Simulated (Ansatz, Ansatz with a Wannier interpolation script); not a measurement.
# From a coarse GW mesh to bands everywhere: SiO2 (Stishovite), part 2 of 2

G0W0 gives levels on a mesh alone; what do the bands of SiO2 (Stishovite) look like between the points?

Ansatz 0.2.0; LDA, Wannier functions and G0W0, plane waves, PAW. Known limits of the many-body steps: not at the basis limit; coarse k mesh.

So far. Step 2 (LDA bands): The gap is direct, at Γ. Step 3 (Wannier functions (O:2p Si:3s Si:3p) on 8×8×12): Near the gap the model misses directly solved bands by 2.1 meV r.m.s. and by 33 meV at most in the window tested. This tests the starting bands, not the corrections carried with them.

### Step 4. G0W0 at every point of the mesh: 4×4×6 mesh, 213 empty bands, screening to 160 eV, PAW set soft_1 files

Now the one-shot GW correction: screening in the RPA, then the self-energy of the levels asked for.

This step: G0W0 on LDA, plane waves, PAW; PAW set soft_1.

Contents of input.yaml:

```yaml
crystal:
  lattice:
    - [4.1773, 0.0, 0.0]
    - [0.0, 4.1773, 0.0]
    - [0.0, 0.0, 2.6652]
  atoms:
    - { symbol: Si, position: [0.0, 0.0, 0.0] }
    - { symbol: Si, position: [0.5, 0.5, 0.5] }
    - { symbol: O, position: [0.3059, 0.3059, 0.0] }
    - { symbol: O, position: [0.1941, 0.8059, 0.5] }
    - { symbol: O, position: [0.6941, 0.6941, 0.0] }
    - { symbol: O, position: [0.8059, 0.1941, 0.5] }
kpoints:
  mp_grid: { grid: [4, 4, 6] }
hamiltonian:
  xc: lda
  pseudopotentials: { kind: paw, azcp: { folder: soft_1 }, xc_functional: pbe }
scf:
  occupations: { method: fixed }
gw:
  n_empty_bands: 213
  ecut_chi: 160.0
  qp_bands: [v12, c4]
  screening: { model: contour_deformation }
```

Launch:

```sh
$ ansatz run input.yaml --threads 3 --pin off --max-ram 92160MiB --backend cuda --events-out ev --progress --plain --runs-dir out --devices 1 --max-vram 13GiB
```

Numbers of over 12 decimals in the logs are rounded to 6 here.

Log:

```text
GPUs: using 1 of 1 available (devices: 1).
[...]
GPU FFT provider: cuFFT
GPU libraries: cuBLAS 13.8.2, cuFFT 12.4.0, cuSOLVER 12.3.4
Crystal: 6 atoms, lattice volume = 46.507 Å³
Basis set: ecut = 420 eV, 913 PW (Γ)
Bands: 22, of which v1, the nominal top of the filled ones, is band 16 counted from 1 (15 counted from 0)
Symmetry: 16 space group operations
[...]
k-points: 24 of 96
[...]
GPU buffer pool allocated for 16200 grid points (all kernels)
[...]
SCF iter   1: F=—  HF=-3447.501197 eV  |F-HF|=—  |Δ(HF+E_count)|=         —  Δρ=1.38e-1  dr2=7.05e0  ethr=3.10e-3  ⟨swp⟩=4.2  Hψ=2376  notcnv=0  defer=95
[...]
SCF iter   7: F=-3445.444206 eV  HF=-3445.444206 eV  |F-HF|=3.47e-8  |Δ(HF+E_count)|=   2.29e-7  Δρ=1.41e-5  dr2=4.68e-8  ethr=3.13e-10  ⟨swp⟩=9.5  Hψ=2282  notcnv=0
SCF 1 converged in 7 iterations: F = -3445.444206 eV  dr2 = 4.68e-8
[...]
NSCF: frozen V_eff on 24 k-points
G₀W₀ screening: q 1/24
[... further progress lines ...]
SCF converged after 7 iterations
Free energy (F): -3445.444206 eV
[...]
Internal energy: -3445.444206 eV  (E = F + TS)
E sigma→0 (E₀):  -3445.444206 eV
Fermi energy:    10.265063 eV
[...]
--- Band table (eV; the first three rows and the last of 24) ---
  k-point 0: bands = [... 12 lower, 7.7220, 9.3634, 9.3634, 10.2651, 15.8871, 16.7498, 18.6194, 18.6194, ... 2 higher]
  k-point 1: bands = [... 12 lower, 6.6162, 9.0847, 9.0847, 9.9142, 16.9918, 18.5595, 20.0864, 20.0864, ... 2 higher]
  k-point 2: bands = [... 12 lower, 5.4370, 8.2553, 8.2553, 8.7957, 18.0972, 20.4376, 20.8385, 22.3976, ... 2 higher]
  k-point 23: bands = [... 12 lower, 8.4713, 8.4713, 8.6902, 8.6902, 17.3258, 17.3258, 21.0346, 21.0346, ... 2 higher]
--- G₀W₀: contour deformation, 6 samples at zero and on the imaginary axis and 3 off it, 96 q-points, 213 empty bands' worth ---
  eigenvalues of the whole cell's RPA ε∞ on this k-mesh (on a slab, of 1 + 4πα/V) = 3.2835, 3.2835, 3.4520; static W/v taken at q = 0 is 0.299229
  bands read: the sum over 229 bands ends inside a degenerate multiplet in 16 slots, whose members it reads at an even weight; the widest, k=0: bands 229 to 230 (counted from 1) at 1/2 each
    ik  band        ε_KS         Σx   Σc(E_QP)       V_xc       Z   E_QP_lin       E_QP  E_QP is
     0     5     -0.6585   -26.2368     5.8425   -18.6507  0.7661    -2.4176    -2.4022  root
     0     6      3.7469   -25.4162     4.8645   -18.9324  0.7963     2.1034     2.1276  root
     0     7      3.7469   -25.4162     4.8645   -18.9324  0.7963     2.1034     2.1276  root
     0     8      3.8686   -23.9324     5.4022   -16.8039  0.7840     2.1084     2.1423  root
     0     9      4.8108   -25.9917     4.5059   -19.9709  0.8064     3.2792     3.2959  root
     0    10      5.1067   -25.8548     4.3327   -20.1331  0.8096     3.7044     3.7178  root
     0    11      7.1004   -26.6065     4.1560   -21.1702  0.8134     5.8104     5.8201  root
     0    12      7.1004   -26.6065     4.1560   -21.1702  0.8134     5.8104     5.8201  root
     0    13      7.7220   -27.0322     3.9988   -21.8102  0.8164     6.4904     6.4987  root
     0    14      9.3634   -27.7190     4.3762   -22.1749  0.8123     8.1877     8.1955  root
     0    15      9.3634   -27.7190     4.3762   -22.1749  0.8123     8.1877     8.1955  root
     0    16     10.2651   -28.1766     4.6423   -22.3568  0.8098     9.0795     9.0875  root
     0    17     15.8871   -13.9757    -4.5033   -20.1910  0.8430    17.6114    17.5990  root
     0    18     16.7498    -7.7890    -4.6918   -14.1467  0.8609    18.4276    18.4156  root
[...]
23    16      8.6902   -27.3377     4.8511   -21.1295  0.8058     7.3209     7.3331  root
    23    17     17.3258   -11.8955    -4.7321   -18.5505  0.8464    19.2655    19.2487  root
    23    18     17.3258   -11.8955    -4.7321   -18.5505  0.8464    19.2655    19.2487  root
    23    19     21.0346    -8.5529    -5.0197   -15.3106  0.8487    22.7886    22.7726  root
    23    20     21.0346    -8.5529    -5.0197   -15.3106  0.8487    22.7886    22.7726  root
```

The job ended after 29 s (1 × NVIDIA H100 80GB HBM3 (shared by 6 runs) with 3 threads of AMD EPYC 7R13 (Zen 3), shared host; peak memory 1.2 GiB).

This step gave:

```yaml
bands_summed: 229
rpa_eps_infinity_on_this_mesh_eigenvalues: 3.284, 3.284, 3.452
plane_waves_in_the_screening_matrix: 209
q_points_in_the_mesh: 96
g0w0_gap_on_the_mesh: 8.511 eV
k_of_the_valence_top: 0, 0, 0
k_of_the_conduction_bottom: 0, 0, 0
starting_gap_on_the_mesh: 5.622 eV
z_at_the_valence_top: 0.8098
z_at_the_conduction_bottom: 0.8430
least_direct_g0w0_gap_on_the_computed_points: 8.511 eV
```

The gap on the mesh goes from 5.62 eV to 8.51 eV, a correction of +2.89 eV. Between the two edge states, bare exchange in place of the xc potential would open the gap by 12.04 eV, and correlation takes back 9.15 eV.

### Step 5. Interpolating the corrections

A script adds the corrections, carried to the Wannier functions and back, to the LDA levels, along the path and on a 13×13×18 mesh.

```
G0W0 gap over the zone     : 8.511 eV
valence top at             : Γ
conduction bottom at       : Γ
starting gap over the zone : 5.622 eV
least direct G0W0 gap      : 8.511 eV
G0W0 gap on the mesh       : 8.511 eV
valence width, start       : 10.92 eV
valence width, G0W0        : 11.49 eV
gap by a rigid shift       : 8.511 eV
```

Levels solved directly plus the interpolated quasiparticle correction. Limits: finite bands, cutoff and mesh; coarse k mesh. Quasiparticle bands along the path, in eV, zero at the valence-band top of each set:

| point | band 13 | band 14 | band 15 | band 16 | band 17 |
| --- | --- | --- | --- | --- | --- |
| Γ | -2.59 | -0.89 | -0.89 | 0.00 | 8.51 |
| halfway | -2.54 | -2.24 | -1.02 | -0.51 | 9.46 |
| X | -2.77 | -2.77 | -1.16 | -1.16 | 10.72 |
| halfway | -3.04 | -3.04 | -1.63 | -1.63 | 10.48 |
| M | -2.92 | -2.92 | -2.58 | -2.58 | 10.38 |
| halfway | -2.73 | -2.65 | -1.58 | -0.89 | 9.69 |
| Γ | -2.59 | -0.89 | -0.89 | 0.00 | 8.51 |
| halfway | -4.63 | -1.62 | -1.62 | -0.92 | 10.56 |
| Z | -3.51 | -3.51 | -3.00 | -3.00 | 12.28 |
| halfway | -3.12 | -3.12 | -2.53 | -2.53 | 12.16 |
| R | -2.44 | -2.44 | -1.99 | -1.99 | 11.84 |
| halfway | -2.49 | -2.49 | -1.84 | -1.84 | 10.70 |
| A | -1.94 | -1.94 | -1.75 | -1.75 | 10.16 |
| halfway | -2.86 | -2.72 | -2.65 | -2.08 | 11.09 |
| Z | -3.51 | -3.51 | -3.00 | -3.00 | 12.28 |
| jump to X | -2.77 | -2.77 | -1.16 | -1.16 | 10.72 |
| halfway | -3.10 | -3.10 | -1.60 | -1.60 | 12.29 |
| R | -2.44 | -2.44 | -1.99 | -1.99 | 11.84 |
| jump to M | -2.92 | -2.92 | -2.58 | -2.58 | 10.38 |
| halfway | -2.19 | -2.19 | -1.84 | -1.84 | 11.27 |
| A | -1.94 | -1.94 | -1.75 | -1.75 | 10.16 |

The same for LDA:

| point | band 13 | band 14 | band 15 | band 16 | band 17 |
| --- | --- | --- | --- | --- | --- |
| Γ | -2.54 | -0.90 | -0.90 | 0.00 | 5.62 |
| X | -2.71 | -2.71 | -1.08 | -1.08 | 7.63 |
| M | -2.72 | -2.72 | -2.32 | -2.32 | 7.30 |
| Γ | -2.54 | -0.90 | -0.90 | 0.00 | 5.62 |
| Z | -3.16 | -3.16 | -2.72 | -2.72 | 8.92 |
| R | -2.32 | -2.32 | -1.80 | -1.80 | 8.61 |
| A | -1.79 | -1.79 | -1.57 | -1.57 | 7.06 |
| Z | -3.16 | -3.16 | -2.72 | -2.72 | 8.92 |
| X | -2.71 | -2.71 | -1.08 | -1.08 | 7.63 |
| R | -2.32 | -2.32 | -1.80 | -1.80 | 8.61 |
| M | -2.72 | -2.72 | -2.32 | -2.32 | 7.30 |
| A | -1.79 | -1.79 | -1.57 | -1.57 | 7.06 |

Minima of the lowest conduction band, from levels solved directly at the displaced points, plus the interpolated correction; masses are left empty at degenerate points, on flat bands and where the interpolated correction rules the curvature; G0W0 masses are rough. Conduction valleys, by row:

| point | k (reciprocal lattice) | valleys in the zone | G0W0 level above the valence top (eV) | LDA level above the valence top (eV) | G0W0 principal masses (m_e) | LDA principal masses (m_e) |
| --- | --- | --- | --- | --- | --- | --- |
| Γ | 0.000 0.000 0.000 | 1 | 8.511 | 5.622 | 0.327 0.467 0.467 | 0.395 0.506 0.506 |

Second differences of levels solved directly at the displaced points, plus the interpolated correction, at the quasiparticle band edges; no spin-orbit coupling; left empty where the band is flat or the interpolated correction rules the curvature. Effective masses, by row:

| carrier | point | Cartesian direction | band | LDA mass (m_e) | G0W0 mass (m_e) |
| --- | --- | --- | --- | --- | --- |
| hole | Γ | 100 | 16 | 1.066 | 0.969 |
| hole | Γ | 010 | 16 | 1.066 | 0.969 |
| hole | Γ | 001 | 16 | 1.743 | 1.51 |
| hole | Γ | 110 | 16 | 1.066 | 0.969 |
| hole | Γ | 111 | 16 | 1.224 | 1.1 |
| electron | Γ | 100 | 17 | 0.505 | 0.466 |
| electron | Γ | 010 | 17 | 0.505 | 0.466 |
| electron | Γ | 001 | 17 | 0.394 | 0.327 |
| electron | Γ | 110 | 17 | 0.505 | 0.466 |
| electron | Γ | 111 | 17 | 0.462 | 0.408 |

Corrections by starting level (eV, on the run's own energy scale, so only their differences matter):

| start | correction |
| --- | --- |
| -10.92 | −1.74 |
| -9.41 | −1.68 |
| -7.90 | −1.65 |
| -6.52 | −1.62 |
| -6.03 | −1.52 |
| -4.97 | −1.47 |
| -4.52 | −1.40 |
| -3.71 | −1.34 |
| -2.85 | −1.44 |
| -2.32 | −1.30 |
| -1.77 | −1.38 |
| -1.18 | −1.21 |
| -0.82 | −1.25 |
| 5.62 | +1.71 |
| 7.41 | +1.89 |
| 8.68 | +1.98 |
| 9.96 | +1.88 |
| 11.16 | +2.02 |

### Step 6. HSE06 bands, for comparison

This step: DFT, HSE06, plane waves, PAW; PAW set soft_1.

Edit input.yaml of step 4 so:

```diff
@@ -14,11 +14,15 @@
   mp_grid: { grid: [4, 4, 6] }
+  band_path:
+    path:
+      - [[0.0, 0.0, 0.0], [0.0, 0.5, 0.0], [0.5, 0.5, 0.0], [0.0, 0.0, 0.0], [0.0, 0.0, 0.5], [0.0, 0.5, 0.5], [0.5, 0.5, 0.5], [0.0, 0.0, 0.5]]
+      - [[0.0, 0.5, 0.0], [0.0, 0.5, 0.5]]
+      - [[0.5, 0.5, 0.0], [0.5, 0.5, 0.5]]
+    npoints: 10
 hamiltonian:
-  xc: lda
-  pseudopotentials: { kind: paw, azcp: { folder: soft_1 }, xc_functional: pbe }
+  xc: hse06
+  pseudopotentials: { kind: paw, azcp: { folder: soft_1 } }
 scf:
   occupations: { method: fixed }
-gw:
-  n_empty_bands: 213
-  ecut_chi: 160.0
-  qp_bands: [v12, c4]
-  screening: { model: contour_deformation }
+  n_extra_bands: 6
+output:
+  eigenvalues: true
```

Log:

```text
[...]
GPUs: using 1 of 1 available (devices: 1).
[...]
davidson cushion auto → on  (no smearing: the cushion is to keep the highest requested band from converging to the state above it; pin scf.eigensolver.cushion to override)
[...]
GPU FFT provider: cuFFT
GPU libraries: cuBLAS 13.8.2, cuFFT 12.4.0, cuSOLVER 12.3.4
Crystal: 6 atoms, lattice volume = 46.507 Å³
Basis set: ecut = 420 eV, 913 PW (Γ)
Bands: 22, of which v1, the nominal top of the filled ones, is band 16 counted from 1 (15 counted from 0)
Symmetry: 16 space group operations
[...]
k-points: 24 of 96
[...]
GPU buffer pool allocated for 16200 grid points (all kernels)
[...]
SCF iter   1: F=—  HF=-3549.200617 eV  |F-HF|=—  |Δ(HF+E_count)|=         —  Δρ=1.50e-1  dr2=8.36e0  ethr=1.00e-1  ⟨swp⟩=5.2  Hψ=1908  notcnv=0
[...]
SCF iter   5: F=-3546.999659 eV  HF=-3546.999660 eV  |F-HF|=8.68e-8  |Δ(HF+E_count)|=   8.75e-4  Δρ=2.45e-4  dr2=1.06e-5  ethr=1.34e-5  ⟨swp⟩=3.8  Hψ=1505  notcnv=0  defer=2
SCF 1 stopped early in 5 iterations: F = -3546.999659 eV  dr2 = 1.06e-5
[...]
GPU FFT provider: cuFFT
GPU libraries: cuBLAS 13.8.2, cuFFT 12.4.0, cuSOLVER 12.3.4
[...]
GPU buffer pool allocated for 16200 grid points (all kernels)
[...]
GPU buffer pool allocated for 16200 grid points (all kernels)
[...]
Frozen-core exchange: fock
SCF iter   1: F=—  HF=-3547.846904 eV  |F-HF|=—  |Δ(HF+E_count)|=         —  Δρ=3.74e-5  dr2=3.55e-7  ethr=2.32e-7  ⟨swp⟩=3.9  Hψ=1381  notcnv=0
[...]
SCF iter   3: F=-3547.846904 eV  HF=-3547.846904 eV  |F-HF|=2.09e-8  |Δ(HF+E_count)|=   9.21e-9  Δρ=1.05e-5  dr2=3.78e-8  ethr=3.07e-10  ⟨swp⟩=3.4  Hψ=1648  notcnv=0
SCF 3 converged in 3 iterations: F = -3547.846904 eV  dr2 = 3.78e-8
[...]
hybrid outer 2: dexx = +1.468e-7 eV, tail = 8.37e-8 eV, Δε = 1.55e-3 eV (about 1.29e-4 eV left of the loop's levels)
the search or the solves at the SCF's close seem to have found levels that the self-consistency loop had missed (the run counts 1). By its estimate they hold under 1e-12 electrons; where the run keeps them, the occupations were computed again with them
[...]
hybrid SCF converged: 2 outer / 10 inner (+5 warm-up), last move |dexx| = 1.47e-7 eV, tail = 8.37e-8 eV
Stability not checked: this state was not tested for a lower state beside it, because the functional holds exact exchange (a hybrid, or Hartree-Fock), whose exchange loop this test does not read (fock_operator; see scf.lower_state_search)
Free energy (F): -3547.846904 eV
Frozen-core exchange: fock
[...]
Internal energy: -3547.846904 eV  (E = F + TS)
E sigma→0 (E₀):  -3547.846904 eV
Fermi energy:    9.185997 eV
[...]
--- Band table (eV; the first three rows and the last of 24) ---
  k-point 0: bands = [... 12 lower, 6.7729, 8.3529, 8.3529, 9.1860, 16.9382, 17.9474, 19.8269, 19.8269, ... 2 higher]
  k-point 1: bands = [... 12 lower, 5.5915, 8.0522, 8.0522, 8.8197, 18.1506, 19.8815, 21.4074, 21.4074, ... 2 higher]
  k-point 2: bands = [... 12 lower, 4.1912, 7.1501, 7.1501, 7.6673, 19.4297, 22.0334, 22.1893, 23.9426, ... 2 higher]
  k-point 23: bands = [... 12 lower, 7.3787, 7.3787, 7.5132, 7.5132, 18.5508, 18.5508, 22.4016, 22.4016, ... 2 higher]
```

The job ended after 45 s (1 × NVIDIA H100 80GB HBM3 (shared by 6 runs) with 3 threads; peak memory 1.3 GiB).

This step gave:

```
filled bands         : 16
gap                  : 7.752 eV
valence top at       : Γ
conduction bottom at : Γ
least direct gap     : 7.752 eV
```

The gap stands +2.13 eV against LDA.

The electronic bands at the labelled points (eV, zero at the top of the highest nominally filled band):

| point | band 13 | band 14 | band 15 | band 16 | band 17 | band 18 | band 19 | band 20 |
| --- | --- | --- | --- | --- | --- | --- | --- | --- |
| Γ | -2.41 | -0.83 | -0.83 | 0.00 | 7.75 | 8.76 | 10.64 | 10.64 |
| halfway | -2.37 | -2.11 | -0.95 | -0.47 | 8.66 | 9.32 | 10.83 | 10.84 |
| X | -2.60 | -2.60 | -1.09 | -1.09 | 9.96 | 9.96 | 11.24 | 11.24 |
| halfway | -2.86 | -2.86 | -1.53 | -1.53 | 9.75 | 9.75 | 11.77 | 11.77 |
| M | -2.72 | -2.72 | -2.43 | -2.43 | 9.65 | 9.65 | 12.31 | 12.31 |
| halfway | -2.59 | -2.48 | -1.48 | -0.82 | 8.95 | 9.84 | 10.82 | 11.65 |
| Γ | -2.41 | -0.83 | -0.83 | 0.00 | 7.75 | 8.76 | 10.64 | 10.64 |
| halfway | -4.42 | -1.52 | -1.52 | -0.84 | 9.75 | 12.24 | 12.32 | 13.61 |
| Z | -3.26 | -3.26 | -2.84 | -2.84 | 11.44 | 11.44 | 14.99 | 14.99 |
| halfway | -2.92 | -2.92 | -2.38 | -2.38 | 11.31 | 11.31 | 13.12 | 13.12 |
| R | -2.28 | -2.28 | -1.86 | -1.86 | 11.04 | 11.04 | 12.11 | 12.11 |
| halfway | -2.33 | -2.33 | -1.72 | -1.72 | 9.92 | 9.92 | 12.94 | 12.94 |
| A | -1.81 | -1.81 | -1.67 | -1.67 | 9.36 | 9.36 | 13.22 | 13.22 |
| halfway | -2.69 | -2.56 | -2.48 | -1.95 | 10.25 | 10.75 | 12.99 | 13.90 |
| Z | -3.26 | -3.26 | -2.84 | -2.84 | 11.44 | 11.44 | 14.99 | 14.99 |
| jump to X | -2.60 | -2.60 | -1.09 | -1.09 | 9.96 | 9.96 | 11.24 | 11.24 |
| halfway | -2.88 | -2.88 | -1.51 | -1.51 | 11.45 | 11.45 | 12.81 | 12.81 |
| R | -2.28 | -2.28 | -1.86 | -1.86 | 11.04 | 11.04 | 12.11 | 12.11 |
| jump to M | -2.72 | -2.72 | -2.43 | -2.43 | 9.65 | 9.65 | 12.31 | 12.31 |
| halfway | -2.07 | -2.07 | -1.71 | -1.71 | 10.43 | 10.43 | 13.75 | 13.75 |
| A | -1.81 | -1.81 | -1.67 | -1.67 | 9.36 | 9.36 | 13.22 | 13.22 |

### Step 7. Outcome

```json
{
 "LDA gap": "5.62 eV",
 "G0W0 gap over the zone": "8.51 eV, direct",
 "least direct G0W0 gap, in the model": "8.51 eV",
 "GW settings": "4×4×6 mesh, 213 empty bands, screening to 160 eV, PAW set soft_1 files",
 "known limits": "not at the basis limit; coarse k mesh"
}
```

The Wannier model follows the LDA bands to 2 meV r.m.s. near the gap. The G0W0 gap over the zone is 8.51 eV, direct, from Γ to Γ; on the mesh alone it is 8.51 eV, nearly the same. The valence width in the model goes from 10.92 eV to 11.49 eV. At the band edge the lightest electron mass is 0.39 m_e at the start and 0.33 m_e in G0W0; the G0W0 masses rest on corrections from the 4×4×6 mesh alone and are rough. HSE06 gives a gap of 7.75 eV on the same path. Bands and cutoff are finite, so the gap is not at the basis limit. The miss can reach some tenths of an eV and take either sign; the mesh is an error of its own. Above the frozen window of the model the interpolated levels need not meet the computed ones, even at points of the mesh. The 4×4×6 mesh is coarse for this cell (its supercell is 16 Å along the shortest edge). The RPA ε∞ on it, from the LDA start, is 3.28 and 3.45; such meshes misread the long-range screening, most where the gap is narrow.

[Paths, hosts, dates, memory and timing lines, banners, echoed tables and standing remarks are left out of the program output.]

[Logs are printed without paths, hosts, clocks, repeated set-up lines and the standing remarks that a program may print on its own settings, such as how far it seeks lower states.]

[Runs of the session that timed out or met a known fault of the program may be left out.]

[Hosts, paths, dates, database ids (printed as entryN), source tags and the programs' standing remarks are cut or masked in the printed files.]
